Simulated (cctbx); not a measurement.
## Symmetry from intensities

Cell: a = 12.0350 Å, b = 7.1050 Å, c = 8.5670 Å, α = 90.00°, β = 134.03°, γ = 90.00°. Expected content of the cell: Se16 Ti8 Mg2.

The data are simulated with cctbx, not measured: synchrotron X-rays, λ = 0.4959 Å, to d = 0.8 Å, 70 % of the full sphere, strongest reflection 20000 counts, noise from counting, a 2 % proportional error and a noise floor of 8 counts (s.d.); no absorption.

A first pass over the reflections prints:

```text
3033 reflections to d = 0.800 A
centring   violations  <I/sigma> of those
    A        363 of  1550      4.5
    B        363 of  1497      4.7
    C          0 of  1531     -0.0
    I        350 of  1521      4.5
    R        493 of  2033      4.6
    F        363 of  2289      3.1
Laue class    unique    Rint  (classes that these axes allow; Friedel mates merged)
C 1 2/m 1         571   0.023
space group    extra absences  I>4sigma  <I/sigma>
C 1 2 1                 0          0         -  acentric
C 1 m 1                 0          0         -  acentric
C 1 2/m 1               0          0         -  centric
Wilson B = 1.35 A^2   <|E^2-1|> = 1.406 (0.968 centric, 0.736 acentric)   E^2>4: 8.9 %
shell (A)         n   <I/sigma>
 6.16 - 1.59     76     16.8
 1.59 - 1.27     75     16.0
 1.27 - 1.11     69     19.8
 1.11 - 1.01     67     11.0
 1.01 - 0.94     75     14.2
 0.94 - 0.88     59      7.6
 0.88 - 0.84     89     14.2
 0.84 - 0.80     61     12.2
```

**Question.** What are the lattice type, the Laue class and the likely space group?

The reflections that C centring forbids are absent (⟨I/σ⟩ near 0), so the lattice is C.

Only C 1 2/m 1 fits these axes (Rint 0.023); a search for a hidden higher lattice was not made.

3 settings pass the absence test. No glide or screw absences show, which leaves C 1 2 1, C 1 m 1 and C 1 2/m 1.

⟨|E²−1|⟩ = 1.406 is above even the centric ideal, a mark of pseudo-translation (a class of systematically weak reflections). The Wilson B of 1.35 Å² means U ≈ 0.0171 Å².

The true group is C2/m (no. 12), Laue class 2/m, centrosymmetric. The tables only narrow the choice to the tied entries; cell content, site symmetry and trial solutions must settle it.

This is a model crystal, built by substitution and not relaxed, with assumed displacement parameters.

[Logs are printed without paths, hosts, clocks, repeated set-up lines and the standing remarks that a program may print on its own settings, such as how far it seeks lower states.]
